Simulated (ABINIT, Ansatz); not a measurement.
# RbIO3 (R3m): G0W0 on several meshes in ABINIT, part 2 of 2

Aim: the GW shift of RbIO3 (R3m) against the k mesh.

ABINIT 10.8.3; LDA and many-body steps on it, plane waves. Known limits of the many-body steps: not at the basis limit; no spin-orbit coupling; coarse k mesh.

So far. Step 4 (2×2×2): The gap on the mesh goes from 2.72 eV to 4.59 eV, a correction of +1.87 eV. Step 5 (Empty states on the mesh, 4×4×4 mesh, 84 bands): On this mesh the gap is 2.723 eV.

## 6. Screening, 4×4×4 mesh, 78 bands, screening to 114.3 eV

This step: RPA screening on LDA, plane waves, norm-conserving pseudopotentials.

The input, run.abi:

```
acell 3*1.0 Angstrom
rprim 
  3.187728926621 1.840436153888 2.622110720600
  -3.187728926621 1.840436153888 2.622110720600
  -0.000000000000 -3.680872307776 2.622110720600
ntypat 3
znucl 37 53 8
natom 5
typat 1 2 3 3 3
xred 
  0.515642950000 0.515642950000 0.515642950000
  0.001050200000 0.001050200000 0.001050200000
  0.036532590000 0.601941670000 0.036532590000
  0.036532590000 0.036532590000 0.601941670000
  0.601941670000 0.036532590000 0.036532590000
pp_dirpath "pseudos"
pseudos "Rb.upf, I.upf, O.upf"
ecut 36
ngkpt 4 4 4
nshiftk 1
shiftk 0 0 0
kptopt 1
chksymbreak 0
istwfk *1
occopt 1
irdwfk 1
optdriver 3
nband 78
ecuteps 4.2
inclvkb 2
awtr 1
symchi 1
indata_prefix "in"
outdata_prefix "out"
tmpdata_prefix "tmp"
```

Started as:

```sh
$ OMP_NUM_THREADS=1 mpirun -n 4 abinit run.abi > log
```

Numbers of over 12 decimals in the logs are rounded to 6 here.

Log:

```text
.Version 10.8.3 of ABINIT. v10.8.2 released Aug 2026.

 Symmetries : space group R3 m (#160); Bravais hR (rhombohedral)
[... echo of the input left out ...]
== DATASET  1 ==================================================================
-   mpi_nproc: 4, omp_nthreads: 1 (-1 if OMP is not activated)

--- !DatasetInfo
iteration_state: {dtset: 1, }
dimensions: {natom: 5, nkpt: 13, mband: 78, nsppol: 1, nspinor: 1, nspden: 1, mpw: 6444, }
cutoff_energies: {ecut:  36.0, pawecutdg:  -1.0, }
electrons: {nelect:   3.40000000E+01, charge:   0.00000000E+00, occopt:   1.00000000E+00, tsmear:   1.00000000E-02, }

 SCREENING: Calculation of the susceptibility and dielectric matrices

 Based on a program developped by R.W. Godby, V. Olevano, G. Onida, and L. Reining.
 Incorporated in ABINIT by V. Olevano, G.-M. Rignanese, and M. Torrent.
.Using double precision arithmetic ; gwpc =  8

[... cell and pseudopotentials left out ...]
--------------------------------------------------------------------------------

 ==== K-mesh for the wavefunctions ====
 Number of points in the irreducible wedge :    13
[... list of points left out ...]
 Together with  6 symmetry operations and time-reversal symmetry
 yields    64 points in the full Brillouin Zone.

 ==== Q-mesh for the screening function ====
 Number of points in the irreducible wedge :    13
[... list of points left out ...]
 Together with  6 symmetry operations and time-reversal symmetry
 yields    64 points in the full Brillouin Zone.

 setmesh: FFT mesh size selected  =    32x   32x   32
          total number of points  =        32768

 vcoul_init : cutoff-mode = AUXILIARY_FUNCTION
 q-points for optical limit:   1
     1)      0.000010    0.000020    0.000030

- screening: taking advantage of time-reversal symmetry
- Maximum band index for partially occupied states nbvw = 17
- Remaining bands to be divided among processors   nbcw = 61
- Number of bands treated by each node ~15

 Number of electrons calculated from density =   34.0000; Expected =   34.0000
 average of density, n =  0.054586
 r_s =    1.6354
 omega_plasma =   22.5369 [eV]

 calculating chi0 at frequencies [eV] :
  1    0.000000E+00    0.000000E+00
  2    0.000000E+00    2.253692E+01

--------------------------------------------------------------------------------
  q-point number  1        q = ( 0.000000, 0.000000, 0.000000) [r.l.u.]
--------------------------------------------------------------------------------
[... chi0 elements left out ...]
 For q-point:  0.000010 0.000020 0.000030
  dielectric constant =   3.3500
  dielectric constant without local fields =   3.8694

  Average fulfillment of the sum rule on Im[epsilon] for q-point    1 :     52.39  [%]
[... wings left out ...]
  q-point number  2        q = ( 0.250000, 0.000000, 0.000000) [r.l.u.]
--------------------------------------------------------------------------------
[... chi0 elements left out ...]
  Average fulfillment of the sum rule on Im[epsilon] for q-point    2 :     68.46  [%]

 [... 11 further q-points ...]
```

The job ended after 6.5 min (4 MPI ranks of AMD EPYC 7571, shared host; peak memory 1.5 GiB; 26 min of CPU time).

Numbers from this step:

- ε∞ with local fields, on this mesh, along the program's q direction: 3.35
- the same without local fields: 3.869
- plasma frequency: 22.54 eV
- plane waves in the screening matrix: 251

## 7. 4×4×4

This step: G0W0 on LDA, plane waves, norm-conserving pseudopotentials.

run.abi, as its differences from that of step 6:

```diff
@@ -26,8 +26,17 @@
 irdwfk 1
-optdriver 3
+optdriver 4
 nband 78
+gwcalctyp 0
+ecutsigx 36
+symsigma 1
+nkptgw 2
+kptgw 
+  0.5000000000 0.5000000000 0.5000000000
+  0.0000000000 0.0000000000 0.0000000000
+bdgw 
+  16 19
+  14 20
 ecuteps 4.2
-inclvkb 2
-awtr 1
-symchi 1
+irdscr 1
+ppmodel 1
 indata_prefix "in"
```

Log:

```text
.Version 10.8.3 of ABINIT. v10.8.2 released Aug 2026.

 Symmetries : space group R3 m (#160); Bravais hR (rhombohedral)
[... echo of the input left out ...]
== DATASET  1 ==================================================================
-   mpi_nproc: 4, omp_nthreads: 1 (-1 if OMP is not activated)

--- !DatasetInfo
iteration_state: {dtset: 1, }
dimensions: {natom: 5, nkpt: 13, mband: 78, nsppol: 1, nspinor: 1, nspden: 1, mpw: 6444, }
cutoff_energies: {ecut:  36.0, pawecutdg:  -1.0, }
electrons: {nelect:   3.40000000E+01, charge:   0.00000000E+00, occopt:   1.00000000E+00, tsmear:   1.00000000E-02, }

 SIGMA: Calculation of the GW corrections

 Based on a program developped by R.W. Godby, V. Olevano, G. Onida, and L. Reining.
 Incorporated in ABINIT by V. Olevano, G.-M. Rignanese, and M. Torrent.
.Using double precision arithmetic ; gwpc =  8

[... cell and pseudopotentials left out ...]
--------------------------------------------------------------------------------

 ==== K-mesh for the wavefunctions ====
 Number of points in the irreducible wedge :    13
[... list of points left out ...]
 Together with  6 symmetry operations and time-reversal symmetry
 yields    64 points in the full Brillouin Zone.

 ==== Q-mesh for screening function ====
 Number of points in the irreducible wedge :    13
[... list of points left out ...]
 Together with  6 symmetry operations and time-reversal symmetry
 yields    64 points in the full Brillouin Zone.

 vcoul_init : cutoff-mode = AUXILIARY_FUNCTION
 q-points for optical limit:   1
     1)      0.000010    0.000020    0.000030
 setmesh: FFT mesh size selected  =    48x   48x   48
          total number of points  =       110592

 Number of electrons calculated from density =   34.0000; Expected =   34.0000
[...]
number of omega for Sigma on real axis              0
 max omega for Sigma on real axis  [eV]           0.00
 zcut for avoiding poles [eV]                     0.10

 EPSILON^-1 parameters (SCR file):
 dimension of the eps^-1 matrix on file            251
 dimension of the eps^-1 matrix used               251
 number of plane-waves for wavefunctions          6421
 number of bands                                    78
 number of q-points in IBZ                          13
 number of frequencies                               2
 number of real frequencies                          1
 number of imag frequencies                          1

 matrix elements of self-energy operator (all in [eV])

 Perturbative Calculation

--- !SelfEnergy_ee
iteration_state: {dtset: 1, }
kpoint     : [   0.500,    0.500,    0.500, ]
spin       : 1
KS_gap     :    2.723
QP_gap     :    4.507
Delta_QP_KS:    1.784
data: !SigmaeeData |
     Band     E0 <VxcDFT>   SigX SigC(E0)      Z dSigC/dE  Sig(E)    E-E0       E
       16   0.664 -19.427 -25.112   5.047   0.761  -0.314 -19.913  -0.486   0.178
       17   1.146 -16.926 -20.418   2.946   0.791  -0.264 -17.358  -0.433   0.713
       18   3.869 -13.765 -10.054  -2.057   0.818  -0.223 -12.413   1.352   5.221
[...]
--- !SelfEnergy_ee
iteration_state: {dtset: 1, }
kpoint     : [   0.000,    0.000,    0.000, ]
spin       : 1
KS_gap     :    6.328
QP_gap     :    8.253
Delta_QP_KS:    1.925
data: !SigmaeeData |
     Band     E0 <VxcDFT>   SigX SigC(E0)      Z dSigC/dE  Sig(E)    E-E0       E
[...]
19   7.945 -16.735 -10.951  -3.315   0.780  -0.282 -14.809   1.926   9.871
       20   7.945 -16.735 -10.951  -3.315   0.780  -0.282 -14.809   1.926   9.871

== END DATASET(S) ==============================================================
================================================================================

 -outvars: echo values of variables after computation  --------
           etotal      0.0000000000E+00
            nband          78
             nkpt          13
          spgroup         160
 [... the other variables as echoed above ...]

 Calculation completed.
```

Wall time 33 s (4 MPI ranks); peak memory 1.2 GiB.

This step gave:

| Property | Result |
| --- | --- |
| G0W0 gap on the points computed | 4.508 eV |
| starting gap on the mesh | 2.723 eV |
| k of the valence top | 0.5, 0.5, 0.5 |
| k of the conduction bottom | 0.5, 0.5, 0.5 |
| Z at the valence top | 0.791 |
| Z at the conduction bottom | 0.818 |
| least direct G0W0 gap on the computed points | 4.508 eV |

Against G0W0 in ABINIT (2×2×2 mesh, 78 bands, screening to 114.3 eV, Godby-Needs plasmon pole), the gap moves by −0.083 eV.

## 8. The runs together

Times are wall times on 4 MPI ranks of AMD EPYC 7571, shared host, good to a factor of about two. A run's time includes the screening step that it read.

```csv
run,mesh,bands,screening cutoff (eV),DFT gap (eV),gap on the mesh (eV),direct (eV),ε∞ used,time
2×2×2,2×2×2,78,114.3,2.723,4.591,4.591,3.99,52 s
4×4×4,4×4×4,78,114.3,2.723,4.508,4.508,3.35,7.1 min
```

## 9. Summary of results

```
2×2×2        : 4.591 eV
4×4×4        : 4.508 eV
known limits : not at the basis limit; no spin-orbit coupling; coarse k mesh
```

What this shows: 4×4×4: −0.083 eV against 2×2×2. Bands and cutoff are finite, so the gap is not at the basis limit. The miss can reach some tenths of an eV and take either sign; the mesh is an error of its own. In the G0W0 runs levels were corrected at 2 k points alone, so a gap called «on the mesh» is the least over those, and an edge elsewhere would be missed. The 2×2×2 mesh is coarse for this cell, which bears on the long-range parts of exchange and screening. The many-body steps are scalar-relativistic: spin-orbit coupling is not in them.

[Paths, hosts, dates, memory and timing lines, banners, echoed tables and standing remarks are left out of the program output.]

[Logs are printed without paths, hosts, clocks, repeated set-up lines and the standing remarks that a program may print on its own settings, such as how far it seeks lower states.]

[Runs of the session that timed out or met a known fault of the program may be left out.]

[Hosts, paths, dates, database ids (printed as entryN), source tags and the programs' standing remarks are cut or masked in the printed files.]

[G0W0 gaps are taken among the corrected bands and points alone; a level outside them can change the order at an edge.]

[Where Ansatz stands beside ABINIT at settings called matched, ABINIT's density can come from a denser mesh and the files from another edition; pairs whose starting gaps differed by over 0.03 eV were left out, so agreement reads better than it is.]
